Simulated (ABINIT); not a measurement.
# InH (P6_3/mmc): phonons by linear response, part 5 of 5

How does InH (P6_3/mmc) vibrate, and is this structure a minimum?

ABINIT 10.8.3; DFT LDA, scalar-relativistic, plane waves, HGH norm-conserving pseudopotentials.

So far. Step 7 (Linear response at Γ): The acoustic modes at Γ come out as far as 1.4 cm⁻¹ from zero, where they should vanish, a small numerical error. The lowest optical mode is imaginary, 776i cm⁻¹, an instability at this level and on this k mesh. Step 8 (Modes with the sum rule): The rule also moves an optical mode by 0.3 cm⁻¹. The relaxed cell has a = 3.571, c = 5.651 Å (conventional setting).

The structure was built from a prototype and need not be the compound's stable phase.

### 11. Dispersion

anaddb transforms the dynamical matrices to force constants and back along the path; points of the mesh come back as solved, but for the sum rule and, in polar crystals, the LO-TO term at Γ; the rest is interpolation.

anaddb.abi

```
ddb_filepath "all_DDB"
output_file "anaddb.abo"
outdata_prefix "anaddb"
ifcflag 1
ngqpt 3 3 2
nqshft 1
q1shft 0.0 0.0 0.0
asr 1
chneut 0
dipdip 0
dipquad 0
quadquad 0
enunit 0
eivec 0
nph1l 93
qph1l 
    0.0 0.0 0.0 1.0
    0.05 0.0 0.0 1.0
    0.1 0.0 0.0 1.0
    0.15 0.0 0.0 1.0
    0.2 0.0 0.0 1.0
    0.25 0.0 0.0 1.0
    0.3 0.0 0.0 1.0
    0.35 0.0 0.0 1.0
    0.4 0.0 0.0 1.0
    0.45 0.0 0.0 1.0
    0.5 0.0 0.0 1.0
    0.48333333 0.03333333 0.0 1.0
    0.46666667 0.06666667 0.0 1.0
    0.45 0.1 0.0 1.0
    0.43333333 0.13333333 0.0 1.0
    0.41666667 0.16666667 0.0 1.0
    0.4 0.2 0.0 1.0
    0.38333333 0.23333333 0.0 1.0
    0.36666667 0.26666667 0.0 1.0
    0.35 0.3 0.0 1.0
    0.33333333 0.33333333 0.0 1.0
    0.3 0.3 0.0 1.0
    0.26666667 0.26666667 0.0 1.0
    0.23333333 0.23333333 0.0 1.0
    0.2 0.2 0.0 1.0
    0.16666667 0.16666667 0.0 1.0
    0.13333333 0.13333333 0.0 1.0
    0.1 0.1 0.0 1.0
    0.06666667 0.06666667 0.0 1.0
    0.03333333 0.03333333 0.0 1.0
    0.0 0.0 0.0 1.0
    0.0 0.0 0.05 1.0
    0.0 0.0 0.1 1.0
    0.0 0.0 0.15 1.0
    0.0 0.0 0.2 1.0
    0.0 0.0 0.25 1.0
    0.0 0.0 0.3 1.0
    0.0 0.0 0.35 1.0
    0.0 0.0 0.4 1.0
    0.0 0.0 0.45 1.0
    0.0 0.0 0.5 1.0
    0.05 0.0 0.5 1.0
    0.1 0.0 0.5 1.0
    0.15 0.0 0.5 1.0
    0.2 0.0 0.5 1.0
    0.25 0.0 0.5 1.0
    0.3 0.0 0.5 1.0
    0.35 0.0 0.5 1.0
    0.4 0.0 0.5 1.0
    0.45 0.0 0.5 1.0
    0.5 0.0 0.5 1.0
    0.48333333 0.03333333 0.5 1.0
    0.46666667 0.06666667 0.5 1.0
    0.45 0.1 0.5 1.0
    0.43333333 0.13333333 0.5 1.0
    0.41666667 0.16666667 0.5 1.0
    0.4 0.2 0.5 1.0
    0.38333333 0.23333333 0.5 1.0
    0.36666667 0.26666667 0.5 1.0
    0.35 0.3 0.5 1.0
    0.33333333 0.33333333 0.5 1.0
    0.3 0.3 0.5 1.0
    0.26666667 0.26666667 0.5 1.0
    0.23333333 0.23333333 0.5 1.0
    0.2 0.2 0.5 1.0
    0.16666667 0.16666667 0.5 1.0
    0.13333333 0.13333333 0.5 1.0
    0.1 0.1 0.5 1.0
    0.06666667 0.06666667 0.5 1.0
    0.03333333 0.03333333 0.5 1.0
    0.0 0.0 0.5 1.0
    0.5 0.0 0.5 1.0
    0.5 0.0 0.45 1.0
    0.5 0.0 0.4 1.0
    0.5 0.0 0.35 1.0
    0.5 0.0 0.3 1.0
    0.5 0.0 0.25 1.0
    0.5 0.0 0.2 1.0
    0.5 0.0 0.15 1.0
    0.5 0.0 0.1 1.0
    0.5 0.0 0.05 1.0
    0.5 0.0 0.0 1.0
    0.33333333 0.33333333 0.5 1.0
    0.33333333 0.33333333 0.45 1.0
    0.33333333 0.33333333 0.4 1.0
    0.33333333 0.33333333 0.35 1.0
    0.33333333 0.33333333 0.3 1.0
    0.33333333 0.33333333 0.25 1.0
    0.33333333 0.33333333 0.2 1.0
    0.33333333 0.33333333 0.15 1.0
    0.33333333 0.33333333 0.1 1.0
    0.33333333 0.33333333 0.05 1.0
    0.33333333 0.33333333 0.0 1.0
```

mrgddb.in

```
all_DDB
merged
6
dfpt_gammao_DDB
dfpt_qo_DS1_DDB
dfpt_qo_DS2_DDB
dfpt_qo_DS3_DDB
dfpt_qo_DS4_DDB
dfpt_qo_DS5_DDB
```

Launch:

```console
mrgddb < mrgddb.in > mrgddb.log
OMP_NUM_THREADS=1 anaddb anaddb.abi > anaddb.log
```

anaddb.abo, the main output file:

```text
[banners, grids, parts of the stress and lines that vanish by symmetry left out]
-outvars_anaddb: echo values of input variables ----------------------

 Flags :
[...]
Phonon wavevector (reduced coordinates) :  0.00000  0.00000  0.00000
 Phonon energies in Hartree :
[...]
Phonon frequencies in cm-1    :
- -7.761263E+02 -2.559525E+02 -8.790764E+01 -8.790764E+01  0.000000E+00
-  0.000000E+00  0.000000E+00  8.713195E+01  4.797341E+02  4.797341E+02
-  5.548535E+02  5.548535E+02
[...]
Phonon wavevector (reduced coordinates) :  0.05000  0.00000  0.00000
 Phonon energies in Hartree :
[...]
Phonon frequencies in cm-1    :
- -7.690610E+02 -2.535216E+02 -8.892301E+01 -8.787360E+01 -3.745526E+00
-  7.432326E+00  1.992866E+01  8.735150E+01  4.597258E+02  4.792902E+02
-  5.501301E+02  5.543983E+02
[...]
Phonon wavevector (reduced coordinates) :  0.10000  0.00000  0.00000
 Phonon energies in Hartree :
[...]
Phonon frequencies in cm-1    :
- -7.482963E+02 -2.467444E+02 -9.489975E+01 -8.795223E+01 -7.224928E+00
-  1.392229E+01  3.839222E+01  8.788128E+01  3.974407E+02  4.776087E+02
-  5.347387E+02  5.525186E+02
[...]
Phonon wavevector (reduced coordinates) :  0.15000  0.00000  0.00000
 Phonon energies in Hartree :
[...]
Phonon frequencies in cm-1    :
- -7.150927E+02 -2.371616E+02 -1.220195E+02 -8.863663E+01 -9.992007E+00
-  1.852793E+01  5.424783E+01  8.838905E+01  2.843252E+02  4.738218E+02
-  5.051675E+02  5.479153E+02
[...]
Phonon wavevector (reduced coordinates) :  0.20000  0.00000  0.00000
 Phonon energies in Hartree :
[...]
Phonon frequencies in cm-1    :
- -6.714458E+02 -2.358954E+02 -2.272902E+02 -9.057636E+01 -1.113078E+01
-  2.022766E+01  6.665955E+01  8.846259E+01  1.441401E+02  4.557146E+02
-  4.670225E+02  5.391183E+02
[...]
Phonon wavevector (reduced coordinates) :  0.25000  0.00000  0.00000
 Phonon energies in Hartree :
[...]
Phonon frequencies in cm-1    :
- -6.199508E+02 -3.857658E+02 -2.204055E+02 -9.431494E+01 -8.280202E+00
-  1.749727E+01  7.187341E+01  8.772616E+01  9.233806E+01  3.776521E+02
-  4.568577E+02  5.252164E+02
  Phonon wavevector (reduced coordinates) :  0.30000  0.00000  0.00000
 Phonon energies in Hartree :
[...]
Phonon frequencies in cm-1    :
- -5.636590E+02 -4.919921E+02 -2.199117E+02 -9.996398E+01 -3.705708E+01
- -3.284736E+00  1.126020E+01  8.591459E+01  8.877762E+01  2.568231E+02
-  4.440161E+02  5.064751E+02
  Phonon wavevector (reduced coordinates) :  0.35000  0.00000  0.00000
 Phonon energies in Hartree :
[...]
Phonon frequencies in cm-1    :
[...]
-  4.303839E+02  4.847051E+02
  Phonon wavevector (reduced coordinates) :  0.40000  0.00000  0.00000
 Phonon energies in Hartree :
[...]
Phonon frequencies in cm-1    :
[...]
-  4.186550E+02  4.633000E+02
  Phonon wavevector (reduced coordinates) :  0.45000  0.00000  0.00000
 Phonon energies in Hartree :
[...]
Phonon frequencies in cm-1    :
[...]
-  4.112508E+02  4.469061E+02
  Phonon wavevector (reduced coordinates) :  0.50000  0.00000  0.00000
 Phonon energies in Hartree :
[...]
Phonon frequencies in cm-1    :
[...]
-  4.089102E+02  4.405648E+02
  Phonon wavevector (reduced coordinates) :  0.48333  0.03333  0.00000
 Phonon energies in Hartree :
[...]
Phonon frequencies in cm-1    :
[...]
-  4.028222E+02  4.384624E+02
  Phonon wavevector (reduced coordinates) :  0.46667  0.06667  0.00000
 Phonon energies in Hartree :
[...]
Phonon frequencies in cm-1    :
[...]
-  3.848261E+02  4.322058E+02
  Phonon wavevector (reduced coordinates) :  0.45000  0.10000  0.00000
 Phonon energies in Hartree :
[...]
Phonon frequencies in cm-1    :
[...]
-  3.558708E+02  4.219663E+02
[...]
-  5.586912E+02  5.586912E+02
[...]
Phonon wavevector (reduced coordinates) :  0.00000  0.00000  0.25000
 Phonon energies in Hartree :
[...]
Phonon frequencies in cm-1    :
[...]
- -1.396688E+01  4.157788E+01  8.233469E+01  5.077377E+02  5.077377E+02
-  5.598045E+02  5.598045E+02
  Phonon wavevector (reduced coordinates) :  0.00000  0.00000  0.30000
 Phonon energies in Hartree :
[...]
Phonon frequencies in cm-1    :
- -6.054400E+02 -2.268106E+02 -6.481174E+01 -6.481174E+01 -1.805910E+01
- -1.805910E+01  4.919086E+01  8.023838E+01  5.172786E+02  5.172786E+02
-  5.602912E+02  5.602912E+02
  Phonon wavevector (reduced coordinates) :  0.00000  0.00000  0.35000
 Phonon energies in Hartree :
[...]
Phonon frequencies in cm-1    :
- -5.513807E+02 -2.465124E+02 -5.839021E+01 -5.839021E+01 -2.265841E+01
- -2.265841E+01  5.550467E+01  7.778355E+01  5.267584E+02  5.267584E+02
-  5.597944E+02  5.597944E+02
  Phonon wavevector (reduced coordinates) :  0.00000  0.00000  0.40000
 Phonon energies in Hartree :
[...]
Phonon frequencies in cm-1    :
- -4.939700E+02 -2.801722E+02 -5.187300E+01 -5.187300E+01 -2.774379E+01
[...]
-  5.580130E+02  5.580130E+02
  Phonon wavevector (reduced coordinates) :  0.00000  0.00000  0.45000
 Phonon energies in Hartree :
[...]
Phonon frequencies in cm-1    :
[...]
-  5.547350E+02  5.547350E+02
  Phonon wavevector (reduced coordinates) :  0.00000  0.00000  0.50000
 Phonon energies in Hartree :
[...]
Phonon frequencies in cm-1    :
[...]
Phonon wavevector (reduced coordinates) :  0.33333  0.33333  0.05000
 Phonon energies in Hartree :
[...]
Phonon frequencies in cm-1    :
[...]
-  1.770097E+02  3.204971E+02
  Phonon wavevector (reduced coordinates) :  0.33333  0.33333  0.00000
 Phonon energies in Hartree :
[...]
Phonon frequencies in cm-1    :
- -5.677802E+02 -5.677802E+02 -3.177024E+02 -3.177024E+02 -2.992432E+02
- -5.734968E+01  4.881516E+01  4.881516E+01  1.006531E+02  1.006531E+02
-  1.760563E+02  3.204928E+02
-
```

It took 0.8 s on 1 thread of Intel Xeon at 2.70GHz, shared host.

Numbers from this step:

```yaml
lowest_frequency_on_the_path: -776.1 cm⁻¹
```

Anaddb. Phonon branches along the path, in cm⁻¹:

```csv
point,branch 1,branch 2,branch 3,branch 4,branch 9,branch 10,branch 11,branch 12
Γ,-776,-256,-88,-88,480,480,555,555
halfway,-620,-386,-220,-94,92,378,457,525
M,-600,-505,-384,-281,100,116,409,441
halfway,-584,-533,-367,-285,99,109,276,391
K,-568,-568,-318,-318,101,101,176,320
halfway,-577,-444,-219,-109,98,258,410,508
Γ,-776,-256,-88,-88,480,480,555,555
halfway,-654,-221,-71,-71,508,508,560,560
A,-378,-378,-39,-39,550,550,550,550
halfway,-448,-448,-46,-46,264,264,502,502
L,-590,-590,-372,-372,120,120,407,407
halfway,-622,-622,-378,-378,109,109,344,344
H,-656,-656,-385,-385,102,102,273,273
halfway,-476,-476,-101,-101,158,158,471,471
A,-378,-378,-39,-39,550,550,550,550
jump to L,-590,-590,-372,-372,120,120,407,407
halfway,-587,-545,-380,-348,106,122,404,427
M,-600,-505,-384,-281,100,116,409,441
jump to H,-656,-656,-385,-385,102,102,273,273
halfway,-609,-609,-361,-361,102,102,201,316
K,-568,-568,-318,-318,101,101,176,320
```

The path dips to 776i cm⁻¹.

### 12. Density of states

Sums over the zone need many more wavevectors than were solved, so the interpolation is sampled on a dense mesh.

anaddb.abi

```
ddb_filepath "all_DDB"
output_file "anaddb.abo"
outdata_prefix "anaddb"
ifcflag 1
ngqpt 3 3 2
nqshft 1
q1shft 0.0 0.0 0.0
asr 1
chneut 0
dipdip 0
dipquad 0
quadquad 0
prtdos 2
ng2qpt 15 15 8
dosdeltae 4.5563e-06
ntemper 11
temperinc 100.0
tempermin 0.0
```

Launch:

```console
OMP_NUM_THREADS=1 anaddb anaddb.abi > anaddb.log
```

anaddb.abo, the main output file:

```text
-outvars_anaddb: echo values of input variables ----------------------

 Flags :
     ifcflag         1
 Miscellaneous information :
         asr         1
      chneut         0
 Interatomic Force Constants Inputs :
      dipdip         0
     dipquad         0
    quadquad         0
      ifcana         0
      ifcout         0
 Description of grid 1 :
        brav         1
       ngqpt         3         3         2
      nqshft         1
      q1shft
                     0.00000000E+00  0.00000000E+00  0.00000000E+00
 Phonon DOS information :
   dosdeltae  4.55630000E-06
    dossmear  4.55633525E-06
 Description of grid 2 (Fourier interp. or BZ sampling):
      ng2qpt        15        15         8
      ngrids         4
      q2shft         0.00000000E+00  0.00000000E+00  0.00000000E+00

================================================================================

 read the DDB information and perform some checks

  ==== Info on the Cryst% object ====
 Real(R)+Recip(G) space primitive vectors, cartesian coordinates (Bohr,Bohr^-1):
 R(1)=  6.7488361  0.0000045  0.0000000  G(1)=  0.1481736  0.0855482  0.0000000
 R(2)= -3.3744220  5.8446612  0.0000000  G(2)= -0.0000001  0.1710962  0.0000000
 R(3)=  0.0000000  0.0000000 10.6780762  G(3)=  0.0000000  0.0000000  0.0936498
 Unit cell volume ucvol=  4.2119325E+02 bohr^3
 Angles (23,13,12)=  9.00000000E+01  9.00000000E+01  1.20000000E+02 degrees
 Time-reversal symmetry is present
 Reduced atomic positions [iatom, xred, symbol]:
    1)    0.3333333  0.6666667  0.2500000  In
    2)    0.6666667  0.3333333  0.7500000  In
    3)    0.6666667  0.3333333  0.2500000   H
    4)    0.3333333  0.6666667  0.7500000   H

 DDB file with 6 blocks has been read.

================================================================================

 Calculation of the interatomic forces

       Homogeneous q point set in the B.Z.
 Grid q points  :       18
  1)   0.00000000E+00  0.00000000E+00  0.00000000E+00
  2)   3.33333333E-01  0.00000000E+00  0.00000000E+00
  3)  -3.33333333E-01  0.00000000E+00  0.00000000E+00
  4)   0.00000000E+00  3.33333333E-01  0.00000000E+00
  5)   3.33333333E-01  3.33333333E-01  0.00000000E+00
  6)  -3.33333333E-01  3.33333333E-01  0.00000000E+00
  7)   0.00000000E+00 -3.33333333E-01  0.00000000E+00
  8)   3.33333333E-01 -3.33333333E-01  0.00000000E+00
  9)  -3.33333333E-01 -3.33333333E-01  0.00000000E+00
 10)   0.00000000E+00  0.00000000E+00  5.00000000E-01
 11)   3.33333333E-01  0.00000000E+00  5.00000000E-01
 12)  -3.33333333E-01  0.00000000E+00  5.00000000E-01
 13)   0.00000000E+00  3.33333333E-01  5.00000000E-01
 14)   3.33333333E-01  3.33333333E-01  5.00000000E-01
 15)  -3.33333333E-01  3.33333333E-01  5.00000000E-01
 16)   0.00000000E+00 -3.33333333E-01  5.00000000E-01
 17)   3.33333333E-01 -3.33333333E-01  5.00000000E-01
 18)  -3.33333333E-01 -3.33333333E-01  5.00000000E-01

 The interatomic forces have been obtained

================================================================================

 Calculation of phonon density of states

 Average speed of sound partial sums:     0.5172219058E-03 (at units)
-                                   =           1.1315 [km/s]

 Debye frequency from partial sums:     0.2689470376E-03 (Ha)
-                                 =     0.1769586498E+01 (THz)
-Debye temperature from partial sums:     0.8492675746E+02 (K)

 Average speed of sound:     0.5185780471E-04 (at units)
-                      =           0.1134 [km/s]

 Debye frequency from DOS:     0.2696522091E-04 (Ha)
-                        =     0.1774226304E+00 (THz)
-Debye temperature from DOS:     0.8514943302E+01 (K)

-
```

Elapsed: 1.9 s, on 1 thread.

This step gave:

```
share of modes beyond 3i cm⁻¹ on the dense interpolated mesh : 0.4884
```

The phonon density of states has structure finer than the step of the table below, so its rows give means over 25 cm⁻¹, whole bins alone (the curve runs from -806 to 580 cm⁻¹). Peaks (cm⁻¹: height): -590.1: 0.0210, -383.1: 0.0186, -41.1: 0.0243, 21.9: 0.0276, 66.9: 0.0287, 102.9: 0.0689, 408.9: 0.0126.

Tetrahedra. Phonon density of states against wavenumber; means over each step:

```csv
wavenumber (cm⁻¹),phonon density of states (1/cm⁻¹/cell)
-775,3.0e-5
-750,2.4e-4
-725,4.3e-4
-700,5.7e-4
-675,7.3e-4
-650,0.00159
-625,0.00409
-600,0.0121
-575,0.0144
-550,0.00975
-525,0.00565
-500,0.00523
-475,0.00634
-450,0.00455
-425,0.00284
-400,0.00960
-375,0.0134
-350,0.00817
-325,0.00665
-300,0.00697
-275,0.00681
-250,0.00731
-225,0.00546
-200,0.00351
-175,0.00387
-150,0.00500
-125,0.00830
-100,0.0133
-75,0.0163
-50,0.0201
-25,0.0210
0,0.0234
25,0.0240
50,0.0225
75,0.0245
100,0.0398
125,0.0144
150,0.00293
175,0.00229
200,0.00253
225,0.00264
250,0.00284
275,0.00315
300,0.00370
325,0.00497
350,0.00634
375,0.00785
400,0.0114
425,0.0120
450,0.0109
475,0.0106
500,0.00872
525,0.00772
550,0.00614
```

### 13. Results

```yaml
space_group_after_relaxation: P6_3/mmc
volume_per_atom: 15.6 Å³
highest_optical_zone_centre_mode_no_lo_to_term: 554.9 cm⁻¹
lowest_optical_zone_centre_mode: -776.1 cm⁻¹
q_mesh: 3×3×2
lowest_mode_on_the_q_mesh_acoustic_ones_at_the_zone_centre_apart: -776.1 cm⁻¹
imaginary_modes_on_the_q_mesh: yes
```

What this shows: InH (P6_3/mmc) is unstable: a mode solved on the 3×3×2 mesh is imaginary, 776i cm⁻¹; its spectrum reaches 560 cm⁻¹. At the LDA level the optical modes of InH (P6_3/mmc) at the zone centre run from 776i to 555 cm⁻¹, so the structure is a saddle point, with 4 modes beyond 10i cm⁻¹ there. The most unstable solved mode lies at the zone centre, but modes at other wavevectors are imaginary too, so the distortion may enlarge the cell. These are harmonic frequencies at zero temperature: anharmonic shifts and linewidths and thermal expansion are left out. The HGH files keep few electrons and have no core correction, which is cheap but rough for In. In a metal the frequencies hang on the k mesh and the smearing, most of all near Kohn anomalies. The structure is a hypothetical one, built on a prototype.

[Host names and launcher messages were left out of these logs when they were recorded.]

[Logs are printed without paths, hosts, clocks, repeated set-up lines and the standing remarks that a program may print on its own settings, such as how far it seeks lower states.]

[Hosts, paths, dates, database ids (printed as entryN), source tags and the programs' standing remarks are cut or masked in the printed files.]
